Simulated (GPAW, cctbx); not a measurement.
## By hand: from a DFT structure factor to an extinction distance in Mg2Ge2Bi

Mg2Ge2Bi, I4/mmm (no. 139), a = 4.6318 Å, b = 4.6318 Å, c = 10.8570 Å, α = 90.00°, β = 90.00°, γ = 90.00°.

```csv
atom,mult.,x,y,z
Bi1,2,0,0,0
Ge1,4,1/2,1/2,0.1110
Mg1,4,1/2,0,1/4
```

The cell comes from substitution in a known structure type and wasn't matched to any measured phase.

A DFT run (GPAW, PBE, 450 eV, 6×6×6 k-points, Fermi–Dirac width 0.1 eV) gives the static X-ray structure factor of 101 as 65.169 e for the conventional cell; superposed free atoms give 65.591 e. **Problem.** Find the Fourier component V of the crystal potential and the two-beam extinction distance at 300 kV in both cases.

## Step 1: Geometry

The cell volume is Ω = 232.92 Å³ and d(101) = 4.2603 Å, so g = 1/d = 0.2347 Å⁻¹.

## Step 2: The nuclei

Electrons feel nuclei as well as electrons, so the nuclear charges are summed with the same phases.

Phase sums Σ exp(2πi h·x), turned so that the total is real and positive: Bi +2.000, Ge -3.065, Mg 0.000. Then F_Z = 83 × (+2.000) + 32 × (-3.065) + 12 × (0.000) = 67.91 e. The electron term has the same sign for this reflection.

## Step 3: Mott–Bethe

Poisson's equation, term by term, gives V = (e/4πε₀)(F_Z − F)/(πΩg²), with e/4πε₀ = 14.3996 V Å.

The prefactor is 14.3996 × 4.2603²/(π × 232.92) = 0.35717 V per electron. Free atoms: (67.91 − 65.591) × 0.35717 = 0.827 V. Crystal: (67.91 − 65.169) × 0.35717 = 0.978 V. F changes by -0.64 % and V by +18.2 %: the same 0.42 e is measured against F_Z − F = 2.3 e in place of F = 65.6 e.

## Step 4: Extinction distance

In the two-beam case ξ = 1/(λU) with U = 2γm₀eV/h², that is ξ = 150.41 V Å²/(γλV).

At 300 kV, λ = 0.01969 Å and γ = 1.5871. Free atoms: ξ = 5818 Å. Crystal: ξ = 4922 Å. The thickness fringes go as sin²(πt/ξ), so the two patterns slip by a quarter of a period when t|1/ξ₁ − 1/ξ₀| = 1/4, at t ≈ 798 nm. Thermal motion, absorption and many-beam coupling, left out here, change a real pattern.

## Step 5: Answer

V(101) is 0.98 V against 0.83 V, and ξ is 4922 against 5818 Å. Limits: static atoms, two beams.

[Outputs are excerpts: Python notices, other lines and further rows are left out; steps that failed or that the build refused (PBEsol, TPSS) are not shown.]

[Logs are printed without paths, hosts, clocks, repeated set-up lines and the standing remarks that a program may print on its own settings, such as how far it seeks lower states.]
